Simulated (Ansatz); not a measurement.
# LiGeF3 (model cell, started as cubic perovskite with Ge in the octahedra): from the cell to its phonons, part 3 of 3

Aim: the vibrations of LiGeF3 (model cell, started as cubic perovskite with Ge in the octahedra), their spectra, and whether the structure is stable.

Ansatz 0.2.0; DFT r2SCAN, scalar-relativistic, plane waves, PAW; PAW set soft_1.

So far. Step 5 (Tight relaxation, k-mesh 12×12×12): The forces vanish by symmetry and the pressure is 0.001 GPa, within the tolerances set. The cell now holds 16.35 Å³/atom. Step 6 (Linear response at the zone centre): Before it was imposed, the acoustic sum rule was missed by 2.3e-4 eV/Å² and the charge sum rule by 9.2e-4 e. Small misses are needed for a sound result but don't prove that mesh and cutoff are converged. The relaxed cell has a = 4.340 Å (conventional setting).

The structure was built from a prototype and need not be the compound's stable phase.

## Step 7: Response at finite wavevector

Stability and thermal properties need the whole zone. Linear response on a 2×2×2 q mesh gives force constants as far as a supercell of that size would, and the tensors from the zone-centre run are typed in so that the long-range dipole term is interpolated apart.

File input.yaml:

```yaml
crystal:
  lattice:
    - [4.3400973773, 0.0, 0.0]
    - [0.0, 4.3400973773, 0.0]
    - [0.0, 0.0, 4.3400973773]
  atoms:
    - { symbol: Li, position: [0.0, 0.0, 0.0] }
    - { symbol: Ge, position: [0.5, 0.5, 0.5] }
    - { symbol: F, position: [0.5, 0.5, 0.0] }
    - { symbol: F, position: [0.5, 0.0, 0.5] }
    - { symbol: F, position: [0.0, 0.5, 0.5] }
kpoints:
  mp_grid: { grid: [12, 12, 12] }
hamiltonian:
  xc: r2scan
  pseudopotentials: { kind: paw, azcp: { folder: soft_1 } }
scf:
  occupations: { method: fixed }
output:
  eigenvalues: true
phonons:
  method: dfpt
  qmesh: [2, 2, 2]
  temperatures: { t_max: 1000, t_step: 50 }
  qpath:
    path:
      - [[0.0, 0.0, 0.0], [0.0, 0.5, 0.0], [0.5, 0.5, 0.0], [0.0, 0.0, 0.0], [0.5, 0.5, 0.5], [0.0, 0.5, 0.0]]
      - [[0.5, 0.5, 0.5], [0.5, 0.5, 0.0]]
    npoints: 10
  non_analytic_term:
    high_frequency_dielectric_tensor: [[3.4248, 0.0, 0.0], [0.0, 3.4248, 0.0], [0.0, 0.0, 3.4248]]
    born_effective_charges:
      - { species: Li, tensor: [[1.2413, 0.0, 0.0], [0.0, 1.2413, 0.0], [0.0, 0.0, 1.2413]] }
      - { species: Ge, tensor: [[3.7783, 0.0, 0.0], [0.0, 3.7783, 0.0], [0.0, 0.0, 3.7783]] }
      - { species: F, tensor: [[-0.3902, 0.0, 0.0], [0.0, -0.3902, 0.0], [0.0, 0.0, -4.2391]] }
      - { species: F, tensor: [[-0.3902, 0.0, 0.0], [0.0, -4.2391, 0.0], [0.0, 0.0, -0.3902]] }
      - { species: F, tensor: [[-4.2391, 0.0, 0.0], [0.0, -0.3902, 0.0], [0.0, 0.0, -0.3902]] }
    source: "zone-centre run at this cell"
```

Started as:

```bash
ansatz run input.yaml --threads 8 --pin off --max-ram 16384MiB --backend cpu --events-out ev --progress --plain --runs-dir out
```

Numbers of over 12 decimals in the logs are rounded to 6 here.

The program printed:

```text
[...]
Crystal: 5 atoms, lattice volume = 81.752 Å³
Basis set: ecut = 500 eV, 2103 PW (Γ), exchange–correlation on 320×320×320 points (1000 copies of the dense FFT grid, shifted against one another)
Bands: 24, of which v1, the nominal top of the filled ones, is band 19 counted from 1 (18 counted from 0)
Symmetry: 48 space group operations
k-points: 518 of 1728 (irreducible under 2 space group operations, time reversal used)
[...]
SCF iter   1: F=—  HF=-6940.836441 eV  |F-HF|=—  |Δ(HF+E_count)|=         —  Δρ=7.38e-2  dr2=4.75e0  dr2_τ=2.86e-2  ethr=3.10e-3  ⟨swp⟩=4.8  Hψ=51941  notcnv=0  defer=1410
[...]
SCF iter  13: F=-6938.892172 eV  HF=-6938.892172 eV  |F-HF|=9.09e-13  |Δ(HF+E_count)|=  6.37e-12  Δρ=2.32e-8  dr2=3.48e-13  dr2_τ=3.80e-14  ethr=1.00e-12  ⟨swp⟩=11.6  Hψ=65628  notcnv=0
SCF 1 converged in 13 iterations: F = -6938.892172 eV  dr2 = 3.48e-13
[...]
NSCF: frozen V_eff on 84 k-points
[...]
SCF converged after 13 iterations
Free energy (F): -6938.892172 eV
[...]
Internal energy: -6938.892172 eV  (E = F + TS)
E sigma→0 (E₀):  -6938.892172 eV
Fermi energy:    4.737982 eV
[...]
--- Band table (eV; the first three rows and the last of 518) ---
  k-point 0: bands = [... 15 lower, -1.3184, -1.3075, -1.3075, -1.3075, 6.1644, 10.2633, 10.2633, 10.2633, ... 1 higher]
  k-point 1: bands = [... 15 lower, -1.3143, -1.3106, -1.3106, -1.0403, 6.2176, 10.0035, 10.2681, 10.2681, ... 1 higher]
  k-point 2: bands = [... 15 lower, -1.3329, -1.3091, -1.3091, -0.4561, 6.3645, 9.4397, 10.2841, 10.2841, ... 1 higher]
  k-point 517: bands = [... 15 lower, -0.8871, -0.8871, -0.8871, 4.7380, 6.9069, 6.9069, 6.9069, 8.6974, ... 1 higher]
[...]
ASR residual: 2.251e-4 → 0.000e0 eV/Å²; symmetrization residual: 4.532e-6 eV/Å²
  ASR residual per site (eV/Å²): 2.25e-4 2.97e-5 7.32e-5 7.32e-5 7.32e-5
[...]
--- Phonons (arbitrary-q DFPT): 4 irreducible q on the 2×2×2 mesh ---
  q = [0.0000, 0.0000, 0.0000] (star 1, of the zone-centre solve; hermiticity 1.64e-6, symmetrization 9.89e-10): -308.10 -308.10 -308.10 -216.47 -216.47 -216.47 -83.78 -83.78 -83.78 0.00 0.00 0.00 155.43 155.43 155.43
  q = [0.0000, 0.0000, -0.5000] (star 3, 9 solved perturbations in 2646 linear systems a pass and spin channel, the states on 343 of 1728 k-point pairs; hermiticity 7.25e-7, symmetrization 2.79e-12): -295.58 -295.58 -206.77 -206.77 -95.75 -74.06 -74.06 -61.37 77.64 77.64 103.53 103.53 137.05 255.90 415.30
[...]
sum rule: each row above includes the acoustic sum rule's correction from the zone centre's row sums; it moved no ω² by more than (2.97 cm⁻¹)²
  mesh force constants: q→R imaginary residual 1.12e-17; ASR residual 2.251e-4 → 0.000e0 eV/Å²; symmetrization residual 5.329e-15 eV/Å²
  interpolated dispersion: 63 rows × 15 modes
  density of states and harmonic sums: on the 14×14×14 q-mesh, interpolated from the force constants of a 2×2×2 supercell (with the dipole–dipole term of supplied tensors)
  largest difference from the sums on the solved wave vectors: F 5.98e-2 eV, S 9.21e-5 and C_V 3.38e-5 eV/K
  zero-point energy: 0.087791 eV/cell   skipped modes (ω ≤ 0): 899, of them read as no rigid motion or as one in doubt: 896 (7.496e0 modes/cell left out, lowest -308.10 cm⁻¹)   left out of the sums: 5.00e-1 of the cell's modes: C_V's classical limit lies that fraction below 3 k_B per atom; for a crystal, a wire or a layer, F and S can be off by more, and a phonons.interpolated_qmesh denser along its periods is the remedy for the sampling
```

The job ended after 10 min (8 threads of AMD EPYC 7B13 (Zen 3), shared host; peak memory 10 GiB).

This step gave:

```
sum-rule residual before enforcement                    : 2.25e-4 eV/Å²
lowest frequency on the path                            : -308.1 cm⁻¹
highest frequency on the path or at a solved wavevector : 425.9 cm⁻¹
lowest mode on the q mesh (acoustic modes at Γ apart)   : -308.1 cm⁻¹
```

Frequencies (cm⁻¹) solved at each irreducible wavevector; negative means imaginary. Frequencies by wavevector, by row:

| q in reciprocal lattice units | star | mode 1 | mode 2 | mode 3 | mode 4 | mode 13 | mode 14 | mode 15 |
| --- | --- | --- | --- | --- | --- | --- | --- | --- |
| 0 0 0 | 1 | -308.1 | -308.1 | -308.1 | -216.5 | 155.4 | 155.4 | 155.4 |
| 0 0 -0.5 | 3 | -295.6 | -295.6 | -206.8 | -206.8 | 137.1 | 255.9 | 415.3 |
| 0 -0.5 -0.5 | 3 | -283.1 | -202.5 | -202.5 | -182.2 | 271.4 | 297.2 | 414.4 |
| -0.5 -0.5 -0.5 | 1 | -217.2 | -217.2 | -217.2 | -141.4 | 296.7 | 296.7 | 425.9 |

Interpolated from a 2×2×2 q mesh, rough between the solved points, with the LO-TO term (at Γ the limit along the path; where Γ stands inside the path, tables give the limit on arrival). The phonon branches at the labelled points (cm⁻¹):

| point | branch 1 | branch 2 | branch 3 | branch 4 | branch 12 | branch 13 | branch 14 | branch 15 |
| --- | --- | --- | --- | --- | --- | --- | --- | --- |
| Γ | -308 | -308 | -263 | -216 | 137 | 155 | 155 | 419 |
| halfway | -302 | -302 | -212 | -212 | 139 | 139 | 193 | 418 |
| X | -296 | -296 | -207 | -207 | 104 | 137 | 256 | 415 |
| halfway | -290 | -204 | -196 | -151 | 174 | 213 | 264 | 407 |
| M | -283 | -202 | -202 | -182 | 271 | 271 | 297 | 414 |
| halfway | -296 | -206 | -204 | -174 | 139 | 175 | 216 | 395 |
| Γ | -308 | -308 | -263 | -216 | 137 | 155 | 155 | 419 |
| halfway | -207 | -207 | -165 | -165 | 180 | 204 | 204 | 377 |
| R | -217 | -217 | -217 | -141 | 212 | 297 | 297 | 426 |
| halfway | -211 | -195 | -182 | -153 | 186 | 219 | 257 | 400 |
| X | -296 | -296 | -207 | -207 | 104 | 137 | 256 | 415 |
| jump to R | -217 | -217 | -217 | -141 | 212 | 297 | 297 | 426 |
| halfway | -209 | -209 | -203 | -141 | 254 | 254 | 297 | 413 |
| M | -283 | -202 | -202 | -182 | 271 | 271 | 297 | 414 |

Tetrahedra on a 14×14×14 mesh, mean over bins of 10 cm-1. Interpolated from a 2×2×2 q mesh, rough between the solved points. The phonon density of states by wavenumber; read off at these points:

| wavenumber (cm⁻¹) | phonon density of states (1/cm⁻¹/cell) |
| --- | --- |
| -305 | 0.00389 |
| -285 | 0.0214 |
| -265 | 0.00959 |
| -245 | 0.00953 |
| -225 | 0.0129 |
| -205 | 0.125 |
| -185 | 0.0266 |
| -165 | 0.0263 |
| -145 | 0.0168 |
| -135 | 0.0648 |
| -125 | 0.0222 |
| -105 | 0.0305 |
| -85 | 0.0438 |
| -75 | 0.0470 |
| -65 | 0.0227 |
| -45 | 0.0034 |
| -25 | 0.0026 |
| -5 | 0.00281 |
| 15 | 0.00447 |
| 35 | 0.0146 |
| 55 | 0.0224 |
| 65 | 0.0172 |
| 85 | 0.0168 |
| 105 | 0.0391 |
| 125 | 0.0267 |
| 145 | 0.0379 |
| 165 | 0.0286 |
| 185 | 0.0234 |
| 205 | 0.0226 |
| 225 | 0.0221 |
| 245 | 0.0277 |
| 265 | 0.0220 |
| 285 | 0.0067 |
| 305 | 1.0e-5 |
| 325 | 1.0e-5 |
| 345 | 1.0e-5 |
| 365 | 1.0e-5 |
| 385 | 0.00827 |
| 405 | 0.0466 |
| 425 | 2.9e-4 |

The partial phonon density of states has structure finer than the step of the table below, so its rows give means over 25 cm⁻¹, whole bins alone (the curve runs from -318 to 446 cm⁻¹). Peaks (cm⁻¹: height): F -279.7: 0.0192, -207.6: 0.0311, -135.5: 0.0435, -73.1: 0.0428, 56.6: 0.0161, 147.9: 0.0218, 402.5: 0.0343; Ge 104.7: 0.0199, 133.5: 0.0150, 224.8: 0.0150, 253.6: 0.0207; Li -202.8: 0.076.

Phonopy on the run's constants, 13x13x13 mesh, Gaussian sigma 5.5 cm-1. Interpolated from a 2×2×2 q mesh, rough between the solved points. Table of partial phonon density of states by wavenumber; means over each step; values in 1/cm⁻¹/cell:

| wavenumber (cm⁻¹) | F | Ge | Li |
| --- | --- | --- | --- |
| -300 | 0.0101 | 5.8e-4 | 6.2e-5 |
| -275 | 0.0148 | 9.2e-4 | 1.1e-4 |
| -250 | 0.00498 | 4.3e-4 | 4.5e-4 |
| -225 | 0.0126 | 0.00103 | 0.0107 |
| -200 | 0.0216 | 0.00162 | 0.0542 |
| -175 | 0.00645 | 0.00158 | 0.0105 |
| -150 | 0.0171 | 0.00215 | 0.00600 |
| -125 | 0.0325 | 0.00134 | 0.00218 |
| -100 | 0.0314 | 0.00185 | 0.00159 |
| -75 | 0.0368 | 0.00225 | 9.8e-4 |
| -50 | 0.00949 | 9.7e-4 | 1.9e-4 |
| -25 | 0.00221 | 5.2e-4 | 2.1e-4 |
| 0 | 7.6e-4 | 4.7e-4 | 1.3e-4 |
| 25 | 0.00350 | 0.00213 | 4.8e-4 |
| 50 | 0.0139 | 0.00488 | 0.00166 |
| 75 | 0.0100 | 0.00430 | 0.00142 |
| 100 | 0.0142 | 0.0146 | 0.00296 |
| 125 | 0.0144 | 0.0124 | 0.00285 |
| 150 | 0.0203 | 0.0112 | 0.00470 |
| 175 | 0.0124 | 0.0101 | 0.00412 |
| 200 | 0.00892 | 0.00722 | 0.00369 |
| 225 | 0.0106 | 0.0122 | 0.00325 |
| 250 | 0.00706 | 0.0174 | 0.00350 |
| 275 | 0.00688 | 0.00502 | 9.9e-4 |
| 300 | 0.00234 | 6.7e-5 | 5.6e-6 |
| 325 | 1.4e-6 | 0 | 0 |
| 350 | 1.3e-6 | 0 | 0 |
| 375 | 0.00296 | 3.7e-4 | 3.2e-4 |
| 400 | 0.0260 | 0.00198 | 0.00219 |
| 425 | 0.00535 | 3.5e-4 | 4.8e-4 |

Symmetry leaves 4 wavevectors to solve. The lowest mode among them, the acoustic zeros apart, lies at Γ and is imaginary, 308.1i cm⁻¹, so the energy falls along it.

## Step 8: Summary of results

| Item | Value |
| --- | --- |
| space group after relaxation (within 0.01 Å) | Pm-3m |
| volume per atom | 16.4 Å³ |
| gap on the k-mesh | 1.43 eV |
| highest optical mode at the zone centre (no LO-TO term) | 155 cm⁻¹ |
| top of the zone-centre spectrum with the field | 419 cm⁻¹ |
| lowest optical zone-centre mode | -308 cm⁻¹ |
| mean high-frequency dielectric constant | 3.42 |
| largest Born charge (third of the trace) | 3.78 e |
| lowest mode on the q mesh (acoustic modes at Γ apart) | -308 cm⁻¹ |
| highest frequency on the path or at a solved wavevector | 426 cm⁻¹ |
| imaginary modes on the 2×2×2 q mesh | yes |

What this shows: Modes are clearly imaginary (beyond 10i cm⁻¹) at 4 of the 4 irreducible wavevectors, most at Γ (308.1i cm⁻¹), so this structure is not a minimum of the energy. Without the field, the optical modes at Γ span -308 to 155 cm⁻¹ (negative means imaginary). The highest mode in this list at Γ, 155.4 cm⁻¹, has its largest share on F (44 % of the kinetic energy). With the macroscopic field of the longitudinal modes the top of the zone-centre spectrum lies at 419 cm⁻¹, against 155 cm⁻¹ without it. Among the real modes, the strongest infrared line is at 155 cm⁻¹. The q mesh stands for a supercell only 8.7 Å across, so branches between the solved wavevectors are rough. The starting cell was built on a prototype and not taken from a measurement, so the phase need not exist. These are harmonic frequencies at zero temperature: anharmonic shifts, linewidths and thermal expansion are left out.

[Logs are printed without paths, hosts, clocks, repeated set-up lines and the standing remarks that a program may print on its own settings, such as how far it seeks lower states.]

[Hosts, paths, dates, database ids (printed as entryN), source tags and the programs' standing remarks are cut or masked in the printed files.]
